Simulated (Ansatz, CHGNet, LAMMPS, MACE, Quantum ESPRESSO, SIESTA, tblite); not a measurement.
# tblite runs on Zn2+ BF4- in dimethoxyethane and tetrahydrofuran at 480 K (85 atoms)

Wanted: tblite inputs and outputs for Zn2+ BF4- in dimethoxyethane and tetrahydrofuran at 480 K (85 atoms), checked against a plane-wave reference.

Program: tblite 0.8.0. Level of theory: the method is named at each step. Results are calculated unless marked as measured.

## 1. The starting structure

The cell holds 85 atoms: 20 C, 8 O, 46 H, 2 B, 8 F and 1 Zn. Cell: a = 10.026 Å, b = 10.026 Å, c = 10.026 Å, α = 90.0°, β = 90.0°, γ = 90.0°. 3 dimethoxyethane, 2 tetrahydrofuran, 1 Zn2+, 2 BF4- placed at random, at 1.08 g/cm³; overlaps pushed apart, then 10 ps at 550 K with stiff harmonic cages for PF6 and BF4 with UFF radii; divalent ions of Li, Roberts, Chakravorty and Merz (J. Chem. Theory Comput. 9, 2733 (2013)); MMFF94 bonds, angles, torsions, charges and radii (Halgren, J. Comput. Chem. 17, 490 (1996)) in harmonic and 12-6 forms; charges of ions scaled by 0.8. Snapshot after 30 ps at 480 K and fixed volume.

The yardstick, on the same geometry:

| Item | Value |
| --- | --- |
| method | Kohn-Sham DFT, PBE, SSSP efficiency 1.3.0 pseudopotentials, plane waves (Quantum ESPRESSO 7.5); sssp-pbe-1.3.0-efficiency, cutoffs 60/480 Ry, Γ point |
| r.m.s. force component | 1.132 eV/Å |
| longest force | 4.736 eV/Å |
| pressure | 2.852 GPa |
| gap (highest filled to lowest empty level) | 4.052 eV |
| time | 95 s on 2 MPI ranks of Arm Neoverse V2, shared host |
| CPU time | 3.2 min |

## 2. GFN1-xTB

Method: GFN1-xTB tight binding, diagonalisation.

run.py reads:

```python
import numpy as np
from ase.io import read
from tblite.ase import TBLite

atoms = read("structure.xyz")
atoms.calc = TBLite(method="GFN1-xTB", electronic_temperature=580, accuracy=1.0, max_iterations=250, mixer_damping=0.4, verbosity=1)
energy = atoms.get_potential_energy()
forces = atoms.get_forces()
print(f"energy {energy:.6f} eV")
print("forces (eV/A)")
for i, (a, f) in enumerate(zip(atoms, forces)):
    print(f"{i:4d} {a.symbol:2s} {f[0]:10.5f} {f[1]:10.5f} {f[2]:10.5f}")
stress = -atoms.get_stress(voigt=False) * 160.21766
print("stress (GPa, compression positive)")
for row in stress:
    print(" ".join(f"{x:10.4f}" for x in row))
print("charges (e)")
print(np.array2string(atoms.get_charges(), precision=4, suppress_small=True, max_line_width=110, threshold=100000))
```

structure.xyz reads:

```xyz
85
Lattice="10.02554 0.00000 0.00000 0.00000 10.02554 0.00000 0.00000 0.00000 10.02554" Properties=species:S:1:pos:R:3 pbc="T T T"
C 7.35233 5.85983 7.19583
O 5.91798 5.74042 6.95712
C 5.70734 6.13603 5.58773
C 6.02334 7.58743 5.34341
O 7.39905 7.60768 4.98620
C 7.50702 7.35514 3.56889
H 7.77491 6.85577 7.09989
H 7.84328 5.08465 6.62407
H 7.33739 5.67185 8.23337
H 6.28802 5.47084 4.88404
H 4.66278 5.98445 5.42843
H 5.85111 8.14705 6.30376
H 5.33700 7.84478 4.58989
H 8.48572 6.92213 3.23023
H 6.68734 6.67310 3.26331
H 7.20034 8.28180 3.07754
C 8.85255 8.18866 9.99336
O 0.21284 8.05472 0.31921
C 0.78650 6.90559 9.57469
C 2.25254 6.45013 0.06777
O 2.98581 7.52156 9.59254
C 4.33875 7.34130 10.01842
H 8.54316 9.23072 0.21846
H 8.27538 7.37028 0.36092
H 8.70317 8.17362 8.89626
H 0.02256 6.08109 9.59444
H 0.76946 7.13327 8.57093
H 2.59922 5.47274 9.70332
H 2.14276 6.50146 1.10461
H 4.93116 8.23578 9.77059
H 4.38898 7.14260 1.03494
H 4.76023 6.42777 9.48266
C 3.84359 3.11183 7.61039
O 3.09909 2.01563 7.12325
C 3.96861 0.85849 7.22721
C 3.13679 9.68658 7.06319
O 2.37335 9.83776 5.82985
C 1.85212 8.50667 5.58834
H 3.65541 4.07598 7.12635
H 4.88805 2.90781 7.20686
H 3.89292 3.28768 8.70006
H 4.81837 1.00737 6.43369
H 4.41525 0.79813 8.14264
H 2.27901 9.53830 7.79546
H 3.81732 8.85265 7.14059
H 2.71612 7.84639 5.57741
H 1.21169 8.16119 6.38928
H 1.25359 8.58377 4.69356
C 1.51356 1.09218 1.04436
C 0.84415 2.38728 1.50644
C 0.11319 1.85653 2.72845
O 1.06381 0.91884 3.31043
C 1.68048 0.21294 2.32613
H 2.54929 1.34894 0.73658
H 0.94451 0.66870 0.22648
H 0.09745 2.75512 0.76876
[... 25 atom lines left out ...]
F 5.36507 2.97027 4.39560
F 5.31163 0.89568 3.42823
F 3.33971 1.91187 4.34517
Zn 1.78164 1.69943 5.39133
```

The run is started by

```bash
$ OMP_NUM_THREADS=1 python run.py > output.txt
```

The program printed:

```text
------------------------------------------------------------
  cycle        total energy    energy error   density error
------------------------------------------------------------
      1     -148.3038551042  -1.4926963E+02   5.7847658E-01
      2     -149.6450341531  -1.3411790E+00   3.2416280E-01
      3     -149.6600254103  -1.4991257E-02   1.0966854E-01
      4     -149.6801794213  -2.0154011E-02   2.4675877E-02
      5     -149.6932065382  -1.3027117E-02   2.5583299E-03
      6     -149.6933409581  -1.3441990E-04   6.3939458E-04
      7     -149.6933461578  -5.1996939E-06   1.8157819E-04
      8     -149.6933463658  -2.0800266E-07   7.6114319E-05
      9     -149.6933464723  -1.0651979E-07   1.5447728E-05
------------------------------------------------------------
 total:                                   1.737 sec
energy -4073.363436 eV
forces (eV/A)
   0 C    -1.86346   -0.47193    0.56520
   1 O     1.57202    1.06558   -1.52415
   2 C    -0.39509   -1.69739    0.79318
   3 C     1.09419   -0.85832    2.03008
   4 O     0.24398    0.63458   -1.26278
   5 C    -0.62730   -0.14046    0.04042
   6 H    -0.16002    0.08656   -0.58340
   7 H     0.51930    0.06461   -0.18571
   8 H     0.87781   -0.66776    1.59017
   9 H    -0.46485    0.45025    0.70149
  10 H    -1.06523   -0.33739   -0.31025
  11 H     0.30222   -0.12789   -0.94166
  12 H    -0.57215    1.29084   -1.23843
  13 H    -0.77877    0.69760    0.74111
  14 H     0.58468   -0.25555    0.08481
  15 H     0.71663    0.28986   -0.43072
  16 C     1.08494    1.28500   -0.78816
  17 O     0.11224   -1.67667   -1.38238
  18 C    -0.80107   -1.24718    2.85854
  19 C    -3.43833    1.31535   -2.37266
  20 O     2.01352    0.14017    0.33601
  21 C     0.43665   -0.42400   -1.94448
  22 H    -0.00344   -0.92656    0.56837
  23 H    -0.50755   -0.07124    0.61319
[...]
77 F     0.02505    0.38061    0.27527
  78 F    -0.65413    1.59216    0.40780
  79 B     1.48076   -1.23812   -2.71559
  80 F    -0.07883    0.21059    1.73705
  81 F    -0.23894    0.27051    0.00400
  82 F    -0.98194    0.80737    0.89392
  83 F     0.11215   -0.20197    0.05806
  84 Zn    1.05160    0.15939   -0.76995
stress (GPa, compression positive)
   -1.3057     0.2657     0.3512
    0.2657    -0.0555    -1.4267
    0.3512    -1.4267     2.2633
charges (e)
[ 0.1474 -0.4791  0.1666  0.1729 -0.4666  0.1591  0.0284  0.0389  0.019   0.0437  0.0396  0.0207  0.0318
  0.0431  0.0147  0.0237  0.1634 -0.4669  0.1722  0.1915 -0.4608  0.1618  0.0291  0.0234  0.0079  0.0117
  0.0382  0.0267  0.0468  0.0213  0.0281  0.0215  0.1609 -0.4114  0.1763  0.1742 -0.4109  0.1573  0.0686
  0.0283  0.0246  0.0555  0.0345  0.0491  0.0394  0.0443  0.0349  0.0661 -0.0665 -0.0596  0.1804 -0.4169
  0.2013  0.0404  0.0205  0.0133  0.0656  0.0171  0.0639  0.0185  0.0553 -0.0589 -0.0545  0.1749 -0.4034
  0.1826  0.0508  0.0479  0.0304  0.0369  0.0378  0.0581  0.0352  0.0588  0.7504 -0.3039 -0.3771 -0.3759
 -0.4036  0.7445 -0.4134 -0.3613 -0.4372 -0.2866  0.8231]
```

Wall time 2.2 s (1 thread of Arm Neoverse V2, shared host); peak memory 0.16 GiB.

Banners, paths, timers and routine set-up lines are dropped from the logs unmarked, and long logs keep their key lines alone; longer cuts are marked.

Against the reference:

```
r.m.s. force component                  : 1.098 eV/Å
r.m.s. difference of force components   : 298.6 meV/Å
longest difference of force vectors     : 1851 meV/Å
force difference over r.m.s. force      : 26.37 %
slope of forces against the reference's : 0.9358
correlation of force components         : 0.9646
pressure                                : 0.3007 GPa
pressure difference                     : -2.551 GPa
```

Length of the force difference by element (eV/Å):

| element | atoms | mean | most |
| --- | --- | --- | --- |
| B | 2 | 0.69 | 0.96 |
| C | 20 | 0.54 | 1.2 |
| F | 8 | 0.69 | 1.5 |
| H | 46 | 0.17 | 0.29 |
| O | 8 | 0.68 | 1.1 |
| Zn | 1 | 1.9 | 1.9 |

A closer look about C62, which bears the longest force: 11 atoms, nearest first, numbered in the order of the input, with positions taken from that point.

| atom | x | y | z | distance (Å) | bonds | Mulliken charge (e) | Fx | Fy | Fz (eV/Å) |
| --- | --- | --- | --- | --- | --- | --- | --- | --- | --- |
| C62 | 0.00 | 0.00 | 0.00 | 0.00 | 4 | -0.06 | -1.79 | 1.94 | -4.11 |
| H67 | 0.51 | 0.96 | 0.18 | 1.10 | 1 | 0.05 | -0.52 | 0.05 | -0.35 |
| H68 | -1.08 | 0.14 | -0.32 | 1.14 | 1 | 0.05 | 1.19 | -0.16 | 0.57 |
| C63 | 0.34 | -0.90 | 1.04 | 1.42 | 4 | -0.05 | -1.74 | -1.79 | 2.99 |
| C66 | 0.79 | -0.75 | -1.07 | 1.53 | 4 | 0.18 | -0.44 | -0.31 | -2.09 |
| H70 | 0.00 | -0.49 | 2.01 | 2.07 | 1 | 0.04 | 0.38 | -0.65 | -0.06 |
| H69 | -0.20 | -1.91 | 0.80 | 2.08 | 1 | 0.03 | 1.45 | 1.38 | 0.94 |
| C64 | 1.82 | -0.84 | 0.87 | 2.19 | 4 | 0.17 | 1.83 | -1.83 | -0.12 |
| H74 | 0.89 | -0.28 | -2.02 | 2.23 | 1 | 0.06 | -0.53 | 0.66 | -0.84 |
| H73 | 0.42 | -1.81 | -1.29 | 2.26 | 1 | 0.04 | 0.23 | 0.94 | 0.54 |
| O65 | 2.12 | -0.78 | -0.58 | 2.33 | 3 | -0.40 | -2.01 | -0.85 | 2.48 |

Atoms are counted from 1 here, from 0 in the log.

Forces lie 26 % from the reference's, at 0.012 times its CPU time (on 1 against 2 cores).

The difference per atom is largest on Zn (1.9 eV/Å on average, against 0.69 on B).

## 3. Summary of results

```json
{
  "force difference from the reference": "tblite GFN1-xTB, 26 %",
  "its CPU time": "2.2 s"
}
```

**Reading.** Tight binding differs by 26 % (tblite GFN1-xTB); it is another model, with fitted parameters of its own, and the xTB methods hold dispersion. One electronic-structure run takes under half the reference's CPU time: tblite GFN1-xTB, at 26 % in 2.2 s against 3.2 min; its pressure misses by -2.6 GPa. Periodic xTB results under one method name differ between programs and library versions. The reference's pressure holds the uncorrected Pulay stress of its 60 Ry basis, so small pressure differences, and their order, may be the reference's own error. The network of contacts between molecules at the start is that of the classical potential that made the cell, and needn't be the one that DFT or experiment would give. The reference's stress is far from hydrostatic: its diagonal is 1.5, 2.6, 4.5 GPa, compression counted positive. The reference's PBE has no dispersion term, which matters for the binding between molecules or layers. The density was typed from a rule of thumb and may lie off the real one at this temperature. The electronic-structure runs sample only Γ, in a cell whose shortest periodic width is 10 Å.

[Also dropped from logs without a mark: logging warnings of Python, and SIESTA's first energy breakdown and zero terms.]

[Logs are printed without paths, hosts, clocks, repeated set-up lines and the standing remarks that a program may print on its own settings, such as how far it seeks lower states.]

[Hosts, paths, dates, database ids (printed as entryN), source tags and the programs' standing remarks are cut or masked in the printed files.]

[The MMFF94 radii named for the starting cell were scaled by 0.96; in molecules described by MMFF94, hydrogen bound to N, O or S took a small fixed 12-6 site in their place.]
